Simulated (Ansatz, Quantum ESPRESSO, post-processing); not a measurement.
# Ru(0001), 4 layers, one monolayer of C on top sites: vacuum level and surface dipole, part 2 of 2

Aim: the work function of each face of Ru(0001), 4 layers, one monolayer of C on top sites, and how it moves with functional, pseudopotentials and boundary condition.

Quantum ESPRESSO 7.5; plane-wave DFT, PBE, GBRV ultrasoft pseudopotentials; geometry and cross-check by Ansatz 0.2.0 with PAW datasets.

So far. Step 9 (Ground state: PBEsol, GBRV ultrasoft): The upper face goes from 7.056 eV (PBE, GBRV) to 7.104 eV, a change of +0.048 eV. Step 10 (Self-consistent run: PBE, SG15 norm-conserving): The upper face goes from 7.056 eV (PBE, GBRV) to 7.068 eV, a change of +0.012 eV, a small one, from the pseudopotentials and their cutoffs.

### Step 11. SCF with pw.x: no dipole correction

What happens without any correction? The same slab is run as a plain periodic cell.

Level of this step: plane-wave DFT, PBE, GBRV ultrasoft pseudopotentials (Quantum ESPRESSO 7.5).

The input, nodip.in:

```
&control
  prefix = 'nodip'
  outdir = './out'
  pseudo_dir = './pseudo'
  calculation = 'scf'
  tprnfor = .true.
/
&system
  ibrav = 0
  nat = 5
  ntyp = 2
  ecutwfc = 40
  ecutrho = 200
  occupations = 'smearing'
  smearing = 'mv'
  degauss = 0.02
/
&electrons
  conv_thr = 1e-07
  mixing_beta = 0.4
  electron_maxstep = 120
  mixing_mode = 'local-TF'
/
ATOMIC_SPECIES
  Ru  101.0700  ru_pbe_v1.2.uspp.F.UPF
  C   12.0110  c_pbe_v1.2.uspp.F.UPF
CELL_PARAMETERS angstrom
  2.69999999998962 0.00000000000000 0.00000000000000
  1.34999999999481 2.33826859020899 0.00000000000000
  0.00000000000000 0.00000000000000 25.41520000000000
ATOMIC_POSITIONS crystal
  Ru  0.666666666667 0.666666666667 0.326576222100
  Ru  0.000000000000 0.000000000000 0.410714847800
  Ru  0.666666666667 0.666666666667 0.493002248655
  Ru  0.000000000000 0.000000000000 0.586779057811
  C   -0.000000000000 0.000000000000 0.653723742856
K_POINTS automatic
  12 12 1 0 0 0
```

Command:

```sh
$ OMP_NUM_THREADS=1 mpirun -n 4 pw.x -nk 4 -in nodip.in > nodip.out
```

The job ended after 55 s (4 MPI ranks of Arm Neoverse V2, shared host; peak memory 0.51 GiB).

### Step 12. Potential by pp.x

The input, nodip.pot.in:

```
&inputpp
  prefix = 'nodip'
  outdir = './out'
  filplot = 'nodip.pot.dat'
  plot_num = 11
/
```

Command:

```sh
$ OMP_NUM_THREADS=1 mpirun -n 4 pp.x -in nodip.pot.in > nodip.pot.out
```

It took 0.83 s on 4 MPI ranks; peak memory 0.1 GiB; 3 s of CPU time.

The potential energy, planar mean oscillates, so the rows of the table below give means over windows of 2.15 Å about each position, cut where the curve ends. Its maxima inside the range that stand out by 2 % of the span (Å: eV): 9.4: -1.87, 11.5: -2.49, 13.8: -0.188, 15.9: -1.11. Its minima: 8.2: -48.2, 10.4: -48.8, 12.5: -49.0, 14.9: -49.1, 16.6: -9.93.

Electrostatic potential energy of an electron; zero at the Fermi level. The potential energy, planar mean by z; means over each step:

z (Å), potential energy, planar mean (eV) and a bar from the least value:
```
     1.07        5.9 #############################
     3.22        5.6 #############################
     5.37        5.2 ############################
     7.52      -14.4 #######
     9.67      -20.3 #
    11.82      -20.9 
    13.97      -15.8 ######
    16.12       -9.8 ############
    18.27        6.2 #############################
    20.42        6.7 ##############################
    22.57        6.4 ##############################
    24.72        6.1 #############################
```

The vacuum now slopes by 135 meV/Å: the images' field stands in it, and it also polarises the slab.

### Step 13. All levels side by side

All levels:

```csv
level,upper face (eV),lower face (eV),dipole (e Å),CPU time (s)
"QE PBE GBRV, sawtooth",7.063,5.13,-0.06743,3539
"QE PBE GBRV, ESM bc1",7.056,5.136,-,650.3
"QE RPBE GBRV ultrasoft, ESM bc1",6.982,4.958,-,623.2
"QE PBEsol GBRV ultrasoft, ESM bc1",7.104,5.254,-,625.3
"QE PBE SG15 norm-conserving, ESM bc1",7.068,5.124,-,578.9
"QE PBE GBRV, periodic uncorrected (sloping vacuum, so no single level)",6.419,5.662,-,218.1
"Ansatz PBE PAW, sawtooth (time of the whole relaxation)",7.026,5.095,-0.06738,93.91
```

The times are CPU seconds on a shared host; the codes use unlike cutoffs, datasets and smearings, so their times compare unlike work.

### Step 14. Ground state, with smearing = fd and degauss = 0.002

A sensitivity test on the input.

The input, esm.w0.in:

```
&control
  prefix = 'esm.w0'
  outdir = './out'
  pseudo_dir = './pseudo'
  calculation = 'scf'
  tprnfor = .true.
/
&system
  ibrav = 0
  nat = 5
  ntyp = 2
  ecutwfc = 40
  ecutrho = 200
  occupations = 'smearing'
  smearing = 'fd'
  degauss = 0.002
  assume_isolated = 'esm'
  esm_bc = 'bc1'
/
&electrons
  conv_thr = 1e-07
  mixing_beta = 0.4
  electron_maxstep = 120
  mixing_mode = 'local-TF'
/
ATOMIC_SPECIES
  Ru  101.0700  ru_pbe_v1.2.uspp.F.UPF
  C   12.0110  c_pbe_v1.2.uspp.F.UPF
CELL_PARAMETERS angstrom
  2.69999999998962 0.00000000000000 0.00000000000000
  1.34999999999481 2.33826859020899 0.00000000000000
  0.00000000000000 0.00000000000000 25.41520000000000
ATOMIC_POSITIONS crystal
  Ru  0.666666666667 0.666666666667 -0.163573760378
  Ru  0.000000000000 0.000000000000 -0.079435134678
  Ru  0.666666666667 0.666666666667 0.002852266177
  Ru  0.000000000000 0.000000000000 0.096629075333
  C   -0.000000000000 0.000000000000 0.163573760378
K_POINTS automatic
  12 12 1 0 0 0
```

Command:

```sh
$ OMP_NUM_THREADS=1 mpirun -n 4 pw.x -nk 4 -in esm.w0.in > esm.w0.out
```

It took 2.7 min on 4 MPI ranks; peak memory 0.47 GiB; 11 min of CPU time.

Beside the run it was changed from:

```csv
quantity,this run,unchanged run,difference
"vacuum line at the upper end of the cell, over the Fermi level (eV)",7.011,7.056,-0.045
"vacuum line at the lower end of the cell, over the Fermi level (eV)",5.081,5.136,-0.055
free energy (eV),-10723.24,-10723.22,-0.015
wall time (s),160,163,
SCF iterations,67,69,
```

The free energy moves by -3 meV an atom.

The free energy holds the smearing's entropy term, so it moves with degauss by construction.

Levels move by up to 55 meV, so the change matters at the level of the results.

### Step 15. Worked from the printed numbers

In the first self-consistent run, on its own zero, the Fermi level is 4.717 eV and the upper vacuum level 11.780 eV: φ = 11.780 − (4.717) = 7.063 eV.

The dipole of -0.3239 D is -0.0674 e Å (1 D = 0.20819 e Å). A dipole layer steps the potential by e p/(ε₀A), with e/ε₀ = 180.95 V Å: 180.95 × 0.0674 / 6.313 = 1.933 eV, against 1.933 eV between the two work functions.

### Step 16. Outcome

```
work function of the covered face, PBE, GBRV : 7.06 eV
work function of the bare face, PBE, GBRV    : 5.13 eV
covered face by ESM                          : 7.06 eV
dipole along the normal                      : -0.0674 e·Å
covered face by Ansatz                       : 7.03 eV
```

What this shows: At the first level (PBE, GBRV ultrasoft) the work function comes to 7.06 eV on the upper face and 5.13 eV on the lower. The C layer ends 1.70 Å above the top metal plane and raises the work function by 1.93 eV against the bare face. This is the step −180.95 p/A = +1.93 eV of the slab's dipole p = -0.06743 e Å, which the dipole correction builds in. The bare face is held at bulk positions, so it is no relaxed clean surface. ESM differs from the periodic treatment by -7 meV on the upper face and +6 meV on the lower. Over the levels tried, the uncorrected run apart, the upper face spans 6.98 eV (QE RPBE GBRV ultrasoft, ESM bc1) to 7.10 eV (QE PBEsol GBRV ultrasoft, ESM bc1). Without a correction the vacuum potential slopes by 135 meV/Å, so no single vacuum level can be read. Quantum ESPRESSO and Ansatz give 7.06 and 7.03 eV for the upper face, which agree. Ansatz ran with Fermi-Dirac smearing of 0.1 eV against cold smearing of 0.02 Ry, which alone can move a level by some tens of meV. With 12×12 points and so few layers the values hold to some 0.05 to 0.1 eV. The slab is cut at a tabulated measured bulk lattice constant, given to two decimals. A full 1×1 monolayer may not be the stable structure at this coverage.

[Logs are printed without paths, hosts, clocks, repeated set-up lines and the standing remarks that a program may print on its own settings, such as how far it seeks lower states.]

[Hosts, paths, dates, database ids (printed as entryN), source tags and the programs' standing remarks are cut or masked in the printed files.]

[Maps of the electrostatic potential energy from Ansatz leave out the sawtooth potential of an applied field or a dipole correction, so their vacuum need not be flat; planar profiles and work functions include it.]
